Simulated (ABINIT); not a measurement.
# MgInCl3 (Pm-3m): third-order response, part 2 of 2

Aim: Raman and infrared lines of MgInCl3 (Pm-3m).

ABINIT 10.8.3; DFT LDA, scalar-relativistic, plane waves, HGH norm-conserving pseudopotentials.

So far. Step 4 (Relaxing the cell and atoms): The volume changes by -0.1 % in this run and stands -7.3 % from the first cell. Step 5 (Ground state): The cell stands at -0.78 GPa: the relaxation ran with a smoothed and higher cutoff and on another k mesh. The relaxed cell has a = 4.834 Å (conventional setting).

The structure was built from a prototype and need not be the compound's stable phase.

**7. Zone-centre response**

The derivative of the wavefunctions by k comes first, since the response to a field is built on it; then the field and the displacements that symmetry doesn't supply are solved at q = 0. By the 2n+1 theorem the first-order wavefunctions also give third derivatives: Raman tensors and the non-linear susceptibility.

It reads the wavefunctions written in step 5.

The input, dfpt_gamma.abi:

```
ndtset 3

# common to the responses
getwfk_filepath "gso_WFK"
kptopt 2
nqpt 1
qpt 0.0 0.0 0.0
asr 0
chneut 0

# d/dk
rfelfd1 2
rfdir1 1 1 1
iscf1 -3
tolwfr1 1.0d-20

# displacements, field
rfphon2 1
rfatpol2 1 5
rfdir2 1 1 1
rfelfd2 3
getddk2 1
tolvrs2 1.0d-10
prepanl2 1
prtden2 1

# third order
optdriver3 5
getden_filepath3 "gso_DEN"
get1den3 2
get1wf3 2
getddk3 1
d3e_pert1_elfd3 1
d3e_pert1_phon3 1
d3e_pert1_atpol3 1 5
d3e_pert1_dir3 1 1 1
d3e_pert2_elfd3 1
d3e_pert2_dir3 1 1 1
d3e_pert3_elfd3 1
d3e_pert3_dir3 1 1 1
usepead3 1
tolvrs3 1.0d-10

# basis, mesh and filling
ecut 30.0
ixc 7
ngkpt 4 4 4
nshiftk 1
shiftk 0.5 0.5 0.5
istwfk *1
occopt 1
nband 13
nstep 100
diemac 9.0
prtebands 0
prtgsr 0

# cell and atoms
acell 3*1.0 Angstrom
rprim 
    4.834259211 0.0 0.0
    0.0 4.834259211 0.0
    0.0 0.0 4.834259211
ntypat 3
znucl 49 12 17
natom 5
typat 1 2 3 3 3
xred 
    0.0 0.0 0.0
    0.5 0.5 0.5
    0.5 0.5 0.0
    0.5 0.0 0.5
    0.0 0.5 0.5
pp_dirpath "./pseudo"
pseudos "In.hgh, Mg.hgh, Cl.hgh"
```

Command:

```sh
> OMP_NUM_THREADS=1 mpirun -n 4 abinit dfpt_gamma.abi > dfpt_gamma.log
```

Numbers of over 12 decimals in the logs are rounded to 6 here.

dfpt_gamma.abo, the main output file:

```text
[banners, grids, parts of the stress and lines that vanish by symmetry left out]
- input  file    -> dfpt_gamma.abi
- output file    -> dfpt_gamma.abo
- root for input  files -> dfpt_gammai
[...]
DATASET    1 : space group Pm -3 m (#221); Bravais cP (primitive cubic)
[...]
nfft =      110592          nkpt =          32
[...]
DATASET    2 : space group Pm -3 m (#221); Bravais cP (primitive cubic)
[...]
nfft =      110592          nkpt =          32
[...]
DATASET    3 : space group Pm -3 m (#221); Bravais cP (primitive cubic)
[...]
mpw =        5998          nfft =      110592          nkpt =          32
[...]
== DATASET  1 ==================================================================
[...]
cutoff_energies: {ecut:  30.0, pawecutdg:  -1.0, }
[...]
Exchange-correlation functional for the present dataset will be:
  LDA: Perdew-Wang 92 LSD fit to Ceperley-Alder data - ixc=7
[...]
- 17.00000   7.00000     10605                znucl, zion, pspdat
[...]
Perturbation : derivative vs k along direction   1
[...]
-ETOT  1  -11.503117205453     -1.150E+01 2.446E-02 0.000E+00
 ETOT  2  -11.521955810944     -1.884E-02 1.588E-04 0.000E+00
 ETOT  3  -11.522033783697     -7.797E-05 6.757E-07 0.000E+00
 ETOT  4  -11.522034208353     -4.247E-07 3.455E-09 0.000E+00
 ETOT  5  -11.522034211021     -2.668E-09 4.755E-11 0.000E+00
[...]
At SCF step   10   max residual=  9.98E-21 < tolwfr=  1.00E-20 =>converged.
[...]
Perturbation : derivative vs k along direction   2
[...]
-ETOT  1  -11.502872038461     -1.150E+01 2.446E-02 0.000E+00
[...]
At SCF step   10   max residual=  9.58E-21 < tolwfr=  1.00E-20 =>converged.
[...]
Perturbation : derivative vs k along direction   3
[...]
-ETOT  1  -11.503117058523     -1.150E+01 2.446E-02 0.000E+00
[...]
At SCF step   10   max residual=  9.98E-21 < tolwfr=  1.00E-20 =>converged.
[...]
1        1       1.2526210049    0.0000000000
     1        2       0.0000000000    0.0000000000
     1        3       0.0000000000    0.0000000000
     2        1       0.0000000000    0.0000000000
     2        2       1.2526210049   -0.0000000000
     2        3       0.0000000000    0.0000000000
     3        1       0.0000000000    0.0000000000
     3        2       0.0000000000    0.0000000000
     3        3       1.2526210049   -0.0000000000
[...]
== DATASET  2 ==================================================================
[...]
cutoff_energies: {ecut:  30.0, pawecutdg:  -1.0, }
[...]
Exchange-correlation functional for the present dataset will be:
  LDA: Perdew-Wang 92 LSD fit to Ceperley-Alder data - ixc=7
[...]
Perturbation : displacement of atom   1   along direction   1
[...]
-ETOT  1   10.760528529001     -3.857E+01 1.439E-01 5.516E+04
[...]
At SCF step   10       vres2   =  5.31E-12 < tolvrs=  1.00E-10 =>converged.
[...]
Perturbation : displacement of atom   2   along direction   1
[...]
-ETOT  1   14.962900201923     -4.180E+00 8.243E-02 4.941E+04
[...]
At SCF step   10       vres2   =  4.28E-11 < tolvrs=  1.00E-10 =>converged.
[...]
Perturbation : displacement of atom   3   along direction   1
[...]
-ETOT  1   629.75657122858     -3.638E+02 4.096E+00 2.247E+06
[...]
At SCF step   12       vres2   =  5.03E-12 < tolvrs=  1.00E-10 =>converged.
[...]
Perturbation : displacement of atom   3   along direction   3
[...]
-ETOT  1   753.52024082813     -2.604E+02 4.691E+00 2.658E+06
[...]
At SCF step   11       vres2   =  4.03E-11 < tolvrs=  1.00E-10 =>converged.
[...]
Perturbation : homogeneous electric field along direction   1
[...]
-ETOT  1  -90.747304150988     -9.075E+01 5.427E-01 1.501E+04
[...]
At SCF step   10       vres2   =  2.81E-11 < tolvrs=  1.00E-10 =>converged.
[...]
Perturbation : homogeneous electric field along direction   2
[...]
-ETOT  1  -90.747705358915     -9.075E+01 5.427E-01 1.500E+04
[...]
At SCF step   10       vres2   =  2.76E-11 < tolvrs=  1.00E-10 =>converged.
[...]
Perturbation : homogeneous electric field along direction   3
[...]
-ETOT  1  -90.747303757181     -9.075E+01 5.427E-01 1.501E+04
[...]
ETOT  9  -98.337031049652     -3.996E-11 5.898E-14 1.167E-09
 ETOT 10  -98.337031049653     -9.663E-13 1.543E-15 2.808E-11
 At SCF step   10       vres2   =  2.81E-11 < tolvrs=  1.00E-10 =>converged.
[...]
Dielectric tensor, in cartesian coordinates,
[...]
1    7   1    7         4.4264028259        -0.0000000000
   1    7   2    7        -0.0000000000        -0.0000000000
   1    7   3    7        -0.0000000000        -0.0000000000
   2    7   1    7        -0.0000000000        -0.0000000000
   2    7   2    7         4.4264028259        -0.0000000000
   2    7   3    7        -0.0000000000        -0.0000000000
   3    7   1    7        -0.0000000000        -0.0000000000
   3    7   2    7        -0.0000000000        -0.0000000000
   3    7   3    7         4.4264028259        -0.0000000000
  Effective charges, in cartesian coordinates,
[...]
1    1   1    7         2.1942290936         0.0000000000
   2    1   1    7         0.0000000000         0.0000000000
   3    1   1    7         0.0000000000         0.0000000000
   1    2   1    7         2.2653599534         0.0000000000
   2    2   1    7         0.0000000000         0.0000000000
[...]
Effective charges, in cartesian coordinates,
[...]
2    7   1    5         0.0000000000         0.0000000000
   3    7   1    5         0.0000000000         0.0000000000
   1    7   2    5         0.0000000000         0.0000000000
   2    7   2    5        -1.3542968090         0.0000000000
   3    7   2    5         0.0000000000         0.0000000000
   1    7   3    5         0.0000000000         0.0000000000
   2    7   3    5         0.0000000000         0.0000000000
   3    7   3    5        -1.3542968090         0.0000000000
  Phonon wavevector (reduced coordinates) :  0.00000  0.00000  0.00000
 Phonon energies in Hartree :
[...]
Phonon frequencies in cm-1    :
- -2.727027E+01 -2.727027E+01 -2.727027E+01  6.089029E+00  6.089029E+00
-  6.089029E+00  8.864147E+01  8.864147E+01  8.864147E+01  1.225067E+02
-  1.225067E+02  1.225067E+02  3.097177E+02  3.097177E+02  3.097177E+02
  Phonon at Gamma, with non-analyticity in the
[...]
Phonon energies in Hartree :
[...]
Phonon frequencies in cm-1    :
- -2.727027E+01 -2.727027E+01  5.925146E+00  6.089029E+00  6.089029E+00
-  6.683286E+01  8.864147E+01  8.864147E+01  8.864147E+01  1.225067E+02
-  1.225067E+02  1.651642E+02  3.097177E+02  3.097177E+02  3.494301E+02
  Phonon at Gamma, with non-analyticity in the
[...]
Phonon energies in Hartree :
[...]
Phonon frequencies in cm-1    :
- -2.727027E+01 -2.727027E+01  5.925146E+00  6.089029E+00  6.089029E+00
-  6.683286E+01  8.864147E+01  8.864147E+01  8.864147E+01  1.225067E+02
-  1.225067E+02  1.651642E+02  3.097177E+02  3.097177E+02  3.494301E+02
  Phonon at Gamma, with non-analyticity in the
[...]
Phonon energies in Hartree :
[...]
Phonon frequencies in cm-1    :
- -2.727027E+01 -2.727027E+01  5.925146E+00  6.089029E+00  6.089029E+00
-  6.683286E+01  8.864147E+01  8.864147E+01  8.864147E+01  1.225067E+02
-  1.225067E+02  1.651642E+02  3.097177E+02  3.097177E+02  3.494301E+02
[...]
== DATASET  3 ==================================================================
[...]
cutoff_energies: {ecut:  30.0, pawecutdg:  -1.0, }
[...]
Exchange-correlation functional for the present dataset will be:
  LDA: Perdew-Wang 92 LSD fit to Ceperley-Alder data - ixc=7
[...]
1          1       -0.000000000       -0.000000000       -0.000000000
[...]
1          2       -0.000000000       -0.000000000       -0.000000000
[...]
1          3       -0.000000000       -0.000000000       -0.000000000
[...]
2          1       -0.000000000       -0.000000000       -0.000000000
[...]
2          2       -0.000000000       -0.000000000       -0.000000000
[...]
2          3       -0.000000000       -0.000000000       -0.000000000
[...]
3          1       -0.000000000       -0.000000000       -0.000000000
[...]
3          2       -0.000000000       -0.000000000       -0.000000000
[...]
3          3       -0.000000000       -0.000000000       -0.000000000
[...]
4          1       -0.000000000       -0.000000000       -0.000000000
[...]
4          2       -0.000000000       -0.000000000       -0.000000000
[...]
4          3       -0.000000000       -0.000000000       -0.000000000
[...]
5          1       -0.000000000       -0.000000000       -0.000000000
[...]
5          2       -0.000000000       -0.000000000       -0.000000000
[...]
5          3       -0.000000000       -0.000000000       -0.000000000
[...]
strten2     0.0000000000E+00  0.0000000000E+00  0.0000000000E+00
           strten3     0.0000000000E+00  0.0000000000E+00  0.0000000000E+00
================================================================================
```

Wall time 2.5 min (4 MPI ranks of Arm Neoverse V2, shared host); 9.9 min of CPU time.

Read from the output:

| Quantity | Value |
| --- | --- |
| miss of the charge sum rule | 0.006538 e |
| largest acoustic frequency at the zone centre before the sum rule | 6.09 cm⁻¹ |
| highest optical zone-centre mode (no LO-TO term) | 309.7 cm⁻¹ |
| lowest optical zone-centre mode | -27.27 cm⁻¹ |
| mean high-frequency dielectric constant | 4.426 |
| largest Born charge in size (third of the trace) | 2.265 e |

Born charge (rows field, columns displacement), before the sum rule (e), principal values of the symmetric part by kind of site:

```tsv
atom	atoms with these values	low	middle	high	mean
In1	1	2.19	2.19	2.19	2.19
Mg2	1	2.27	2.27	2.27	2.27
Cl3	3	-1.76	-1.35	-1.35	-1.49
```

In full for Cl3:

```
-1.35  0.00  0.00
 0.00 -1.35  0.00
 0.00  0.00 -1.76
```

High-frequency dielectric tensor:

```
4.43 0.00 0.00
0.00 4.43 0.00
0.00 0.00 4.43
```

The acoustic modes at Γ come out as far as 6.1 cm⁻¹ from zero, where they should vanish, a small numerical error; the Born charges miss their sum rule by 0.0065 e, which is good. The lowest optical mode is imaginary, 27i cm⁻¹, an instability at this level and on this k mesh.

**8. Zone-centre analysis**

anaddb reads the merged derivatives, imposes the acoustic sum rule and charge neutrality, and adds the LO-TO term along chosen directions.

The input, anaddb.abi:

```
ddb_filepath "gamma_DDB"
output_file "anaddb.abo"
outdata_prefix "anaddb"
asr 1
chneut 1
enunit 2
eivec 1
nph1l 1
qph1l 0.0 0.0 0.0 1.0
dieflag 2
nph2l 3
qph2l 
    1.0 0.0 0.0 0.0
    0.0 0.0 1.0 0.0
    1.0 1.0 1.0 0.0
nlflag 1
ramansr 1
alphon 1
prtmbm 1
```

The input, mrgddb.in:

```
gamma_DDB
merged
3
dfpt_gammao_DS2_DDB
dfpt_gammao_DS3_DDB
gso_DDB
```

Command:

```sh
> mrgddb < mrgddb.in > mrgddb.log
> OMP_NUM_THREADS=1 anaddb anaddb.abi > anaddb.log
```

anaddb.abo, the main output file:

```text
[banners, grids, parts of the stress and lines that vanish by symmetry left out]
-outvars_anaddb: echo values of input variables ----------------------

 Flags :
[...]
Dielectric Tensor and Effective Charges
[...]
Effective charge tensors after
[...]
1          1       -0.000000000       -0.000000000       -0.000000000
[...]
1          2       -0.000000000       -0.000000000       -0.000000000
[...]
1          3       -0.000000000       -0.000000000       -0.000000000
[...]
2          1       -0.000000000       -0.000000000       -0.000000000
[...]
2          2       -0.000000000       -0.000000000       -0.000000000
[...]
2          3       -0.000000000       -0.000000000       -0.000000000
[...]
3          1       -0.000000000       -0.000000000       -0.000000000
[...]
3          2       -0.000000000       -0.000000000       -0.000000000
[...]
3          3       -0.000000000       -0.000000000       -0.000000000
[...]
4          1       -0.000000000       -0.000000000       -0.000000000
[...]
4          2       -0.000000000       -0.000000000       -0.000000000
[...]
4          3       -0.000000000       -0.000000000       -0.000000000
[...]
5          1       -0.000000000       -0.000000000       -0.000000000
[...]
5          2       -0.000000000       -0.000000000       -0.000000000
[...]
5          3       -0.000000000       -0.000000000       -0.000000000
[...]
Phonon wavevector (reduced coordinates) :  0.00000  0.00000  0.00000
 Phonon energies in Hartree :
[...]
Phonon energies in meV     :
- -3.464217E+00 -3.464217E+00 -3.464217E+00  0.000000E+00  0.000000E+00
-  0.000000E+00  1.092741E+01  1.092741E+01  1.092741E+01  1.516798E+01
-  1.516798E+01  1.516798E+01  3.839208E+01  3.839208E+01  3.839208E+01
 Phonon frequencies in cm-1    :
- -2.794080E+01 -2.794080E+01 -2.794080E+01  0.000000E+00  0.000000E+00
-  0.000000E+00  8.813549E+01  8.813549E+01  8.813549E+01  1.223380E+02
-  1.223380E+02  1.223380E+02  3.096530E+02  3.096530E+02  3.096530E+02
 Phonon frequencies in Thz     :
- -8.376441E-01 -8.376441E-01 -8.376441E-01  0.000000E+00  0.000000E+00
-  0.000000E+00  2.642236E+00  2.642236E+00  2.642236E+00  3.667602E+00
-  3.667602E+00  3.667602E+00  9.283163E+00  9.283163E+00  9.283163E+00
 Phonon energies in Kelvin  :
- -4.020057E+01 -4.020057E+01 -4.020057E+01  0.000000E+00  0.000000E+00
-  0.000000E+00  1.268073E+02  1.268073E+02  1.268073E+02  1.760171E+02
-  1.760171E+02  1.760171E+02  4.455216E+02  4.455216E+02  4.455216E+02
[...]
-  1  0.00000000E+00  0.00000000E+00 -1.56920010E-03
-     0.00000000E+00  0.00000000E+00  0.00000000E+00
-  2  0.00000000E+00  0.00000000E+00  8.32064547E-04
-     0.00000000E+00  0.00000000E+00  0.00000000E+00
-  3  0.00000000E+00  0.00000000E+00  1.10490177E-03
-     0.00000000E+00  0.00000000E+00  0.00000000E+00
-  4  0.00000000E+00  0.00000000E+00  1.70341351E-03
-     0.00000000E+00  0.00000000E+00  0.00000000E+00
-  5  0.00000000E+00  0.00000000E+00  1.70341351E-03
-     0.00000000E+00  0.00000000E+00  0.00000000E+00
[...]
-  1  0.00000000E+00 -1.56920010E-03  0.00000000E+00
-     0.00000000E+00  0.00000000E+00  0.00000000E+00
-  2  0.00000000E+00  8.32064547E-04  0.00000000E+00
-     0.00000000E+00  0.00000000E+00  0.00000000E+00
-  3  0.00000000E+00  1.70341351E-03  0.00000000E+00
-     0.00000000E+00  0.00000000E+00  0.00000000E+00
-  4  0.00000000E+00  1.10490177E-03  0.00000000E+00
-     0.00000000E+00  0.00000000E+00  0.00000000E+00
-  5  0.00000000E+00  1.70341351E-03  0.00000000E+00
-     0.00000000E+00  0.00000000E+00  0.00000000E+00
[...]
-  1  1.56920010E-03  0.00000000E+00  0.00000000E+00
-     0.00000000E+00  0.00000000E+00  0.00000000E+00
-  2 -8.32064547E-04  0.00000000E+00  0.00000000E+00
-     0.00000000E+00  0.00000000E+00  0.00000000E+00
-  3 -1.70341351E-03  0.00000000E+00  0.00000000E+00
-     0.00000000E+00  0.00000000E+00  0.00000000E+00
-  4 -1.70341351E-03  0.00000000E+00  0.00000000E+00
-     0.00000000E+00  0.00000000E+00  0.00000000E+00
[...]
-  4 -4.53050580E-04  0.00000000E+00  0.00000000E+00
[...]
-  5  2.96814246E-03  0.00000000E+00  0.00000000E+00
[...]
-         0.000000000       0.000000000       0.000000000
-         0.000000000       0.000000000       0.000000000
-         0.000000000       0.000000000       0.000000000
[...]
-         0.000000000       0.000000000       0.000000000
-         0.000000000       0.000000000       0.000000000
-         0.000000000       0.000000000       0.000000000
[...]
Phonon at Gamma, with non-analyticity in the
[...]
Phonon energies in Hartree :
[...]
Phonon energies in meV     :
- -3.464217E+00 -3.464217E+00  0.000000E+00  0.000000E+00  0.000000E+00
-  8.261806E+00  1.092741E+01  1.092741E+01  1.092741E+01  1.516798E+01
-  1.516798E+01  2.045186E+01  3.839208E+01  3.839208E+01  4.331873E+01
 Phonon frequencies in cm-1    :
- -2.794080E+01 -2.794080E+01  0.000000E+00  0.000000E+00  0.000000E+00
[...]
Phonon frequencies in Thz     :
[...]
Phonon energies in Kelvin  :
[...]
-  1  0.00000000E+00  0.00000000E+00  1.56920010E-03
[...]
-  2  0.00000000E+00  0.00000000E+00 -8.32064547E-04
[...]
-  3  0.00000000E+00  0.00000000E+00 -1.10490177E-03
[...]
-  4  0.00000000E+00  0.00000000E+00 -1.70341351E-03
[...]
Phonon at Gamma, with non-analyticity in the
[...]
Phonon energies in Hartree :
[...]
Phonon energies in meV     :
[...]
Phonon frequencies in cm-1    :
[...]
Phonon frequencies in Thz     :
[...]
Phonon energies in Kelvin  :
[...]
Phonon at Gamma, with non-analyticity in the
[...]
Phonon energies in Hartree :
[...]
Phonon energies in meV     :
[...]
Phonon frequencies in cm-1    :
[...]
Phonon frequencies in Thz     :
[...]
Phonon energies in Kelvin  :
[...]
-  9.587428E+01  1.268073E+02  1.268073E+02  1.268073E+02  1.760171E+02
-  1.760171E+02  2.373340E+02  4.455216E+02  4.455216E+02  5.026930E+02
[...]
-  4 -3.65935097E-04 -1.50571863E-03  1.36105597E-04
[...]
-  5  2.39740891E-03  2.29829500E-04  1.36105597E-04
[...]
-         0.000000000       0.000000000       0.000000000
-         0.000000000       0.000000000       0.000000000
[...]
Spherical averages : G0=     0.000000000    G1=     0.000000000    G2=     0.000000000

-
```

The job ended after 1.2 s (1 thread).

This step gave:

```
highest optical zone-centre mode (no LO-TO term) : 309.6 cm⁻¹
lowest optical zone-centre mode                  : -27.94 cm⁻¹
highest mode moved by the LO-TO term             : 349.4 cm⁻¹
```

No LO-TO term; unit eigenvectors of the mass-weighted matrix, from anaddb's displacements. Modes at Γ, with each element's share of the kinetic energy (negative means imaginary):

```tsv
mode	frequency (cm⁻¹)	symmetry	In %	Mg %	Cl %
1	-27.9	T1u	52	3	45
2	-27.9	T1u	52	3	45
3	-27.9	T1u	52	3	45
4	0.0	acoustic	47	10	43
5	0.0	acoustic	47	10	43
6	0.0	acoustic	47	10	43
7	88.1	T2u	0	0	100
8	88.1	T2u	0	0	100
9	88.1	T2u	0	0	100
10	122.3	T1u	2	47	52
11	122.3	T1u	2	47	52
12	122.3	T1u	2	47	52
13	309.7	T1u	0	40	60
14	309.7	T1u	0	40	60
15	309.7	T1u	0	40	60
```

Displacements in mode 2 (-27.9 cm⁻¹), the largest set to 1:
```
In1  0.00 -0.92  0.00
Mg2  0.00  0.49  0.00
Cl3  0.00  1.00  0.00
Cl4  0.00  0.65  0.00
Cl5  0.00  1.00  0.00
```

Displacements in mode 8 (88.1 cm⁻¹), the largest set to 1:
```
In1  0.00  0.00  0.00
Mg2  0.00  0.00  0.00
Cl3  0.00 -1.00  0.00
Cl4  0.00  0.00  0.00
Cl5  0.00  1.00  0.00
```

With imaginary modes the relaxed-ion tensors have no meaning and are not tabulated.

The rule also moves an optical mode by 0.7 cm⁻¹.

**9. What came out**

```yaml
space_group_after_relaxation: Pm-3m
volume_per_atom: 22.6 Å³
highest_optical_zone_centre_mode_no_lo_to_term: 309.6 cm⁻¹
lowest_optical_zone_centre_mode: -27.9 cm⁻¹
highest_mode_moved_by_the_lo_to_term: 349.4 cm⁻¹
mean_high_frequency_dielectric_constant: 4.43
largest_born_charge_in_size_third_of_the_trace: 2.27 e
imaginary_optical_modes_at_the_zone_centre_no_q_mesh_in_this_session: yes
```

In words: No mode is Raman active in this structure. At the LDA level the optical modes of MgInCl3 (Pm-3m) at the zone centre (no LO-TO term) run from 28i to 310 cm⁻¹, so the structure is a saddle point, with 3 modes beyond 10i cm⁻¹ there. The base run prints -0.78 GPa, mostly the error of a finite basis; the relaxation, with a smoothed and higher cutoff, had brought the cell to rest. Along the directions run, the highest mode that the macroscopic field moves lies at 349 cm⁻¹. These are harmonic frequencies at zero temperature: anharmonic shifts and linewidths and thermal expansion are left out. The HGH files keep few electrons and have no core correction, which is cheap but rough for In and Mg. The structure is a hypothetical one, built on a prototype.

[Host names and launcher messages were left out of these logs when they were recorded.]

[Logs are printed without paths, hosts, clocks, repeated set-up lines and the standing remarks that a program may print on its own settings, such as how far it seeks lower states.]

[Hosts, paths, dates, database ids (printed as entryN), source tags and the programs' standing remarks are cut or masked in the printed files.]
